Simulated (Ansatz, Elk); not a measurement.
# Bonding as seen by X-rays: SbP, part 2 of 2

Structure refinements treat a crystal as free atoms side by side. For a made-up structure of SbP (cell and positions from a PBEsol relaxation) the runs below show what the calculated density changes in F(hkl).

Elk 11.2.3 (patched build); all-electron DFT.

So far: The structure; Ground state and structure factors; The highest occupied states alone.

The structure was built from a prototype and need not be the compound's stable phase.

## (4) Another functional

Level of this step: DFT, PBEsol, all-electron APW+lo, Dirac cores, scalar-relativistic bands, static density, no spin (Elk).

The difference from free atoms is small, so it is set against the change that PBEsol makes.

Input file elk.in:

```
tasks
  0
  195

xctype
  22

spinpol
  .false.

rgkmax
  7.0

gmaxvr
  14.0

lmaxo
  7

lmaxapw
  8

swidth
  0.002

tshift
  .false.

ramdisk
  .false.

hmaxvr
  5.5

maxscl
  120

epspot
  1e-06

sppath
  './'

avec
  3.70837594420 2.14103184935 6.35092999199
  -3.70837594420 2.14103184935 6.35092999199
  0.00000000000 -4.28206369957 6.35092999169

atoms
  2
  'Sb.in'
  1
  0.2375869375 0.2375869375 0.2375869375   0.000000 0.000000 0.000000
  'P.in'
  1
  0.7696797295 0.7696797295 0.7696797295   0.000000 0.000000 0.000000

ngridk
  7 7 7
```

Started as:

```
$ OMP_NUM_THREADS=4 elk
```

Numbers of over 12 decimals in the logs are rounded to 6 here.

The program printed:

```text
┌─────────────────────────┐
│ Elk code version 11.2.3 │
└─────────────────────────┘

All units are atomic (Hartree, Bohr, etc.)

┌─────────────────────────────────────────────────┐
│ Ground-state run starting from atomic densities │
└─────────────────────────────────────────────────┘

Lattice vectors :
   3.708375944       2.141031849       6.350929992
  -3.708375944       2.141031849       6.350929992
   0.000000000      -4.282063700       6.350929992

Reciprocal lattice vectors :
  0.8471613183      0.4891088151      0.3297777027
[...]
species : 1 (Sb)
   atom 1                    :    48.97822344     (  0.7923132975E-03)
  species : 2 (P)
   atom 1                    :    13.24979739     (  0.3101806396E-03)
 total in muffin-tins        :    62.22802083
 total calculated charge     :    65.99926039
 total charge                :    66.00000000
 error                       :   0.7396094941E-03

┌──────────────────────────────┐
│ Self-consistent loop stopped │
└──────────────────────────────┘

Warning : core states of species 1 leak from the muffin-tin :   0.7923132975E-03

Warning : core states of species 2 leak from the muffin-tin :   0.3101806396E-03

Wrote STATE.OUT
[key lines of the parts left out:]
total energy                :     -6822.3510709818
```

It took 14 s on 4 threads of Arm Neoverse V1, shared host; peak memory 0.18 GiB; 39 s of CPU time.

Against the first run R = 0.02 %; the largest change is -0.021 at 012.

## (5) Basis size

The basis and the expansions that go with it are enlarged, to see whether the differences are converged.

elk.in, as its differences from that of step 4:

```diff
@@ -5,3 +5,3 @@
 xctype
-  22
+  20
 
@@ -11,12 +11,12 @@
 rgkmax
-  7.0
+  8.5
 
 gmaxvr
-  14.0
+  18.0
 
 lmaxo
-  7
+  9
 
 lmaxapw
-  8
+  10
```

Started as:

```
$ OMP_NUM_THREADS=4 elk
```

The program printed:

```text
┌─────────────────────────┐
│ Elk code version 11.2.3 │
└─────────────────────────┘

All units are atomic (Hartree, Bohr, etc.)

┌─────────────────────────────────────────────────┐
│ Ground-state run starting from atomic densities │
└─────────────────────────────────────────────────┘

Lattice vectors :
   3.708375944       2.141031849       6.350929992
  -3.708375944       2.141031849       6.350929992
   0.000000000      -4.282063700       6.350929992

Reciprocal lattice vectors :
  0.8471613183      0.4891088151      0.3297777027
[...]
species : 1 (Sb)
   atom 1                    :    48.97318801     (  0.7822633866E-03)
  species : 2 (P)
   atom 1                    :    13.27290672     (  0.3079232996E-03)
 total in muffin-tins        :    62.24609473
 total calculated charge     :    65.99887144
 total charge                :    66.00000000
 error                       :   0.1128555250E-02

┌──────────────────────────────┐
│ Self-consistent loop stopped │
└──────────────────────────────┘

Warning : core states of species 1 leak from the muffin-tin :   0.7822633866E-03

Warning : core states of species 2 leak from the muffin-tin :   0.3079232996E-03

Wrote STATE.OUT
[key lines of the parts left out:]
total energy                :     -6825.7354533306
```

It took 34 s on 4 threads; peak memory 0.18 GiB.

Against the first run R = 0.00 %; the largest change is -0.003 at 009.

## (6) Basis size

A smaller basis shows how fast F responds to it; the change is likely larger than the basis error of the first run, but doesn't show convergence.

elk.in, as its differences from that of step 5:

```diff
@@ -11,12 +11,12 @@
 rgkmax
-  8.5
+  5.5
 
 gmaxvr
-  18.0
+  14.0
 
 lmaxo
-  9
+  7
 
 lmaxapw
-  10
+  8
```

Started as:

```
$ OMP_NUM_THREADS=4 elk
```

The program printed:

```text
┌─────────────────────────┐
│ Elk code version 11.2.3 │
└─────────────────────────┘

All units are atomic (Hartree, Bohr, etc.)

┌─────────────────────────────────────────────────┐
│ Ground-state run starting from atomic densities │
└─────────────────────────────────────────────────┘

Lattice vectors :
   3.708375944       2.141031849       6.350929992
  -3.708375944       2.141031849       6.350929992
   0.000000000      -4.282063700       6.350929992

Reciprocal lattice vectors :
  0.8471613183      0.4891088151      0.3297777027
[...]
species : 1 (Sb)
   atom 1                    :    48.95395141     (  0.7864715754E-03)
  species : 2 (P)
   atom 1                    :    13.24239601     (  0.3063372274E-03)
 total in muffin-tins        :    62.19634742
 total calculated charge     :    65.99917182
 total charge                :    66.00000000
 error                       :   0.8281839148E-03

┌──────────────────────────────┐
│ Self-consistent loop stopped │
└──────────────────────────────┘

Warning : core states of species 1 leak from the muffin-tin :   0.7864715754E-03

Warning : core states of species 2 leak from the muffin-tin :   0.3063372274E-03

Wrote STATE.OUT
[key lines of the parts left out:]
total energy                :     -6825.7023560659
```

It took 12 s on 4 threads; peak memory 0.18 GiB; 33 s of CPU time.

Against the first run R = 0.01 %; the largest change is +0.021 at 021.

## (7) Settings against the effect

```
                              run  R against the first run (%)  R against neutral atoms, low angle (%)  wall time
                    PBE, rgkmax 7                         0.00                                    0.16       14 s
                           PBEsol                         0.02                                    0.15       14 s
rgkmax 8.5 with larger expansions                         0.00                                    0.16       34 s
                       rgkmax 5.5                         0.01                                    0.18       12 s
```

## (8) Outcome

```json
{
  "R against neutral atoms, sin θ/λ < 0.3 Å⁻¹": "0.16 %",
  "R against neutral atoms, 0.3 to 0.82 Å⁻¹": "0.10 %"
}
```

In words: Independent neutral atoms miss the calculated amplitudes by R = 0.16 % below 0.3 Å⁻¹ and 0.10 % from there to 0.82 Å⁻¹; by shells, 0.29 % below 0.15 Å⁻¹ (1 form), 0.16 % 0.15 to 0.3 (8 forms), 0.08 % 0.3 to 0.45 (11 forms), 0.11 % above 0.45 (80 forms). Bonding, aspherical density and the tables' own atoms all enter these figures, and the runs don't part them. The largest change of an amplitude is -0.14 electrons, at 006. R counts amplitudes alone; phases shift too. The window's part falls from 9.0 electrons at the origin to at most 0.16 between 0.45 and 0.82 Å⁻¹. Below 0.3 Å⁻¹ the changes that finished (PBEsol, rgkmax 8.5 with larger expansions and rgkmax 5.5) move F by R = 0.03 % at most, against the 0.16 % that separates it from free atoms. The k-mesh has no finished test. Part of the difference isn't bonding: the tables are fits to free atoms and ions calculated by other methods than this functional. Thermal motion, anomalous dispersion and extinction are left out.

[Logs are printed without paths, hosts, clocks, repeated set-up lines and the standing remarks that a program may print on its own settings, such as how far it seeks lower states.]

[Hosts, paths, dates, database ids (printed as entryN), source tags and the programs' standing remarks are cut or masked in the printed files.]
